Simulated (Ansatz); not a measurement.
# GeF2 (model cell, started as rutile): following an unstable mode, part 3 of 3

Which phase does GeF2 (model cell, started as rutile) fall into along its unstable mode, and how much energy does it gain?

Ansatz 0.2.0; DFT PBE, scalar-relativistic, plane waves, PAW.

So far. Step 4 (The mode frozen in, largest atomic shift 0.32 Å): The run ends at a pressure of 5.99 GPa, with forces up to 0.75 eV/Å. Step 5 (Energy along the mode, all amplitudes (two of the runs …): The lowest of the steps tried is at 0.32 Å, 48.4 meV/atom below the parent; the bottom of the well need not coincide with a step.

The structure was built from a prototype and need not be the compound's stable phase.

### Step 6. Relaxing from the distorted cell (continued)

Relaxation path (22 of 68):

| step | energy less that of the first step (eV) | largest force component (eV/Å) | pressure (GPa) | volume (Å³) |
| --- | --- | --- | --- | --- |
| 1 | 0.0000 | 0.5379 | 5.99 | 194.81 |
| 4 | -0.6013 | 0.2142 | -1.28 | 219.24 |
| 7 | -0.7479 | 0.2579 | -0.24 | 211.00 |
| 11 | -0.7833 | 0.0085 | -0.01 | 208.80 |
| 14 | -0.7839 | 0.0150 | -0.02 | 208.72 |
| 17 | -0.7835 | 0.0008 | 0.00 | 208.89 |
| 20 | -0.9579 | 0.0827 | 0.38 | 215.02 |
| 23 | -0.9569 | 0.0164 | -0.09 | 225.47 |
| 27 | -0.9619 | 0.0022 | -0.01 | 224.66 |
| 30 | -1.0736 | 0.0676 | 0.13 | 226.93 |
| 33 | -1.0691 | 0.0116 | 0.05 | 232.09 |
| 36 | -1.0658 | 0.0031 | 0.00 | 233.06 |
| 39* | -1.1081 | 0.0014 | 0.15 | 233.21 |
| 42 | -1.1040 | 0.0129 | 0.04 | 238.69 |
| 46 | -1.1029 | 0.0031 | -0.01 | 239.09 |
| 49 | -1.1261 | 0.0096 | 0.05 | 240.16 |
| 52 | -1.1207 | 0.0105 | 0.03 | 242.94 |
| 55 | -1.1208 | 0.0017 | 0.00 | 242.92 |
| 58 | -1.1308 | 0.0027 | 0.00 | 244.86 |
| 62 | -1.1336 | 0.0015 | 0.00 | 246.59 |
| 65* | -1.1379 | 0.0011 | 0.01 | 246.59 |
| 68* | -1.1379 | 0.0017 | 0.00 | 247.21 |

Relaxation steps marked * repeat the geometry before them on a plane-wave basis chosen anew for their cell, so energy and pressure can jump there. Other such steps can lie between the rows shown. Relaxation steps 14, 16, 25, 32, 34, 63 were tried and not accepted.

The run keeps the 4 symmetry operations that it works with, so distortions that break them were not tested.

| cell as run | before | after | change |
| --- | --- | --- | --- |
| a (Å) | 5.239 | 6.377 | +21.7 % |
| b (Å) | 6.328 | 6.936 | +9.6 % |
| c (Å) | 6.328 | 5.647 | -10.8 % |
| α (°) | 68.23 | 81.72 | +19.8 % |
| volume (Å³/atom) | 16.23 | 20.60 | +26.9 % |

The atoms that moved most (Å, as changes of fractional coordinates times the final cell):

| atom | dx | dy | dz | length |
| --- | --- | --- | --- | --- |
| F12 | 0.035 | 0.094 | -0.710 | 0.717 |
| F5 | -0.035 | 0.094 | -0.710 | 0.717 |
| F7 | 0.035 | -0.094 | 0.710 | 0.717 |
| F9 | -0.035 | -0.094 | 0.710 | 0.717 |
| F6 | 0.201 | -0.252 | 0.399 | 0.513 |
| F11 | -0.201 | -0.252 | 0.399 | 0.513 |
| F8 | -0.201 | 0.252 | -0.399 | 0.513 |
| F10 | 0.201 | 0.252 | -0.399 | 0.513 |

Final coordinates:

```xyz
12
Lattice="-6.3774 0.0000 0.0000 0.0000 -5.1192 -4.6805 0.0000 -4.3709 3.5758" Properties=species:S:1:pos:R:3 pbc="T T T"
Ge    0.2371   -4.7215   -0.8555
Ge   -0.2371   -0.0236    0.3031
Ge   -2.9516   -7.3283   -2.5895
Ge   -3.4258   -2.5360   -2.6434
F    -4.7181   -3.4190   -1.2805
F    -4.0056   -8.0983   -0.3533
F    -1.6593   -1.3261    0.7282
F    -2.3717   -6.1368   -1.3037
F    -1.5294   -3.5115    2.5161
F    -0.8170   -3.9514   -3.0916
F    -5.5604   -5.9129   -2.1412
F    -4.8480   -5.6044    0.5074
```

Numbers from this step:

```yaml
pressure: 0.003132 GPa
gap_on_the_k_mesh: 4.226 eV
volume_per_atom: 20.60 Å³
```

Valence density in the ab plane at fractional z = 0.043, with atoms of Ge and F within 0.2 Å of it. It is the smooth field of the valence electrons, not physical close to the nuclei.

Ten steps, logarithmic in the rise over the least value, from '0' (0 e/Å³) to '9' (33 e/Å³), each cell a mean:
```
995100000000000125
663100000000000013
232100000012100001
234310000123310000
256630000123310000
267631000122100000
135420001111100000
011100012332100000
000000013553100000
000000013542110000
000000012221100000
000000001110000000
000000000000000000
000000000000000000
000000000000000000
000000000000000000
110000000000000001
332100000000000012
874100000000000024
```
Columns run along a (6.4 Å), rows up along b (6.9 Å). Atoms in or near the plane, at fractional coordinates: Ge at (0.04, 0.97), F at (0.13, 0.71).

ELF in the ab plane at fractional z = 0.043, with atoms of Ge and F within 0.2 Å of it. It is the smooth field of the valence electrons, not physical close to the nuclei.

Values, 10 rows by 16 columns, each cell a mean:
```
0.07 0.07 0.21 0.13 0.05 0.02 0.01 0.01 0.10 0.23 0.23 0.10 0.08 0.53 0.62 0.33
0.29 0.43 0.51 0.44 0.21 0.03 0.01 0.13 0.50 0.71 0.74 0.60 0.20 0.08 0.26 0.27
0.69 0.74 0.66 0.81 0.61 0.11 0.03 0.14 0.43 0.68 0.73 0.64 0.31 0.03 0.03 0.26
0.61 0.77 0.76 0.70 0.33 0.08 0.32 0.34 0.27 0.27 0.25 0.16 0.05 0.02 0.01 0.19
0.09 0.22 0.23 0.11 0.07 0.53 0.71 0.51 0.23 0.20 0.22 0.15 0.15 0.09 0.03 0.01
0.00 0.01 0.01 0.02 0.34 0.89 0.87 0.70 0.51 0.38 0.22 0.14 0.14 0.09 0.03 0.01
0.00 0.00 0.00 0.01 0.08 0.39 0.70 0.82 0.73 0.43 0.12 0.04 0.03 0.02 0.01 0.00
0.35 0.15 0.03 0.02 0.02 0.01 0.03 0.10 0.15 0.08 0.02 0.01 0.01 0.02 0.15 0.32
0.73 0.48 0.17 0.08 0.10 0.09 0.04 0.01 0.00 0.00 0.00 0.02 0.27 0.72 0.91 0.86
0.26 0.22 0.25 0.14 0.11 0.09 0.04 0.01 0.00 0.00 0.01 0.03 0.45 0.90 0.79 0.54
```
Columns run along a (6.4 Å), rows up along b (6.9 Å). Atoms in or near the plane, at fractional coordinates: Ge at (0.04, 0.97), F at (0.13, 0.71).

Electrostatic potential energy in the ab plane at fractional z = 0.043, with atoms of Ge and F within 0.2 Å of it. With pseudopotentials it is smooth inside the atoms' cores, unlike the true potential.

Values in eV, 10 rows by 16 columns, each cell a mean:
```
-33 -33 -24  -4   4   7   8   8   8   8   8   8   7   4  -7 -28
-13 -15 -11   2   6   7   8   8   7   3  -1   6   7   6   2  -6
 -2 -32 -34 -22   6   7   6   6   4  -2  -7   4   7   7   6   6
  5 -11 -16  -4   7   6   2  -5 -12 -10  -3   3   6   7   7   7
  8   8   7   7   7   4  -3 -21 -31 -30 -17  -1   5   7   7   8
  7   7   7   7   7   5   1  -9 -18 -18  -7   2   6   7   8   8
  7   7   7   7   7   7   6   5   3   3   4   6   7   7   8   7
  6   6   6   7   7   7   7   7   7   7   7   7   7   7   7   7
 -2  -2   2   5   7   7   8   8   7   7   7   7   7   6   5   2
-29 -29 -18  -1   5   7   8   8   8   8   7   7   7   5  -3 -21
```
Columns run along a (6.4 Å; values clipped at the 3rd and 97th percentile), rows up along b (6.9 Å). Atoms in or near the plane, at fractional coordinates: Ge at (0.04, 0.97), F at (0.13, 0.71).

The distorted start has space group P2_1/c; the relaxation ends in P2_1/c.

### Step 7. What came out

| Quantity | Value |
| --- | --- |
| unstable mode of the parent | q = (0, -0.5, -0.5), 216i cm⁻¹ |
| depth at the lowest point sampled | 48.4 meV/atom |
| largest atomic shift at that point | 0.32 Å |
| space group reached (within 0.01 Å) | P2_1/c |
| energy gained over the parent (first relaxation, on the mesh of the frozen mode) | 143 meV/atom |
| volume per atom, phase reached | 20.6 Å³ |
| gap on the k-mesh, phase reached | 4.23 eV |

In words: Along this mode the structure falls into P2_1/c, 143 meV/atom below the parent. At the parent's cell the well is 48.44 meV/atom deep on the steps tried, with its lowest point at a shift of 0.32 Å. Relaxing atoms and cell changes the gain by +94.82 meV/atom against the lowest step (energies at zero smearing). Most of the total comes from this relaxation. The modes of the phase reached were not computed on this path. Of the 4 patterns followed to their end from this parent, this one ends 7.05 meV/atom above the lowest, P-42_1m. Each path keeps the symmetry of its pattern, so a lower phase may lie along a pattern not tried. The program warns that the interpolation holds no quadrupole term, so branches close to Γ can be off in this crystal. The volume moved by more than a tenth on the k mesh of the start, so the energy gain is rough. The starting cell was built on a prototype and not taken from a measurement, so the phase need not exist.

[Logs are printed without paths, hosts, clocks, repeated set-up lines and the standing remarks that a program may print on its own settings, such as how far it seeks lower states.]

[Hosts, paths, dates, database ids (printed as entryN), source tags and the programs' standing remarks are cut or masked in the printed files.]
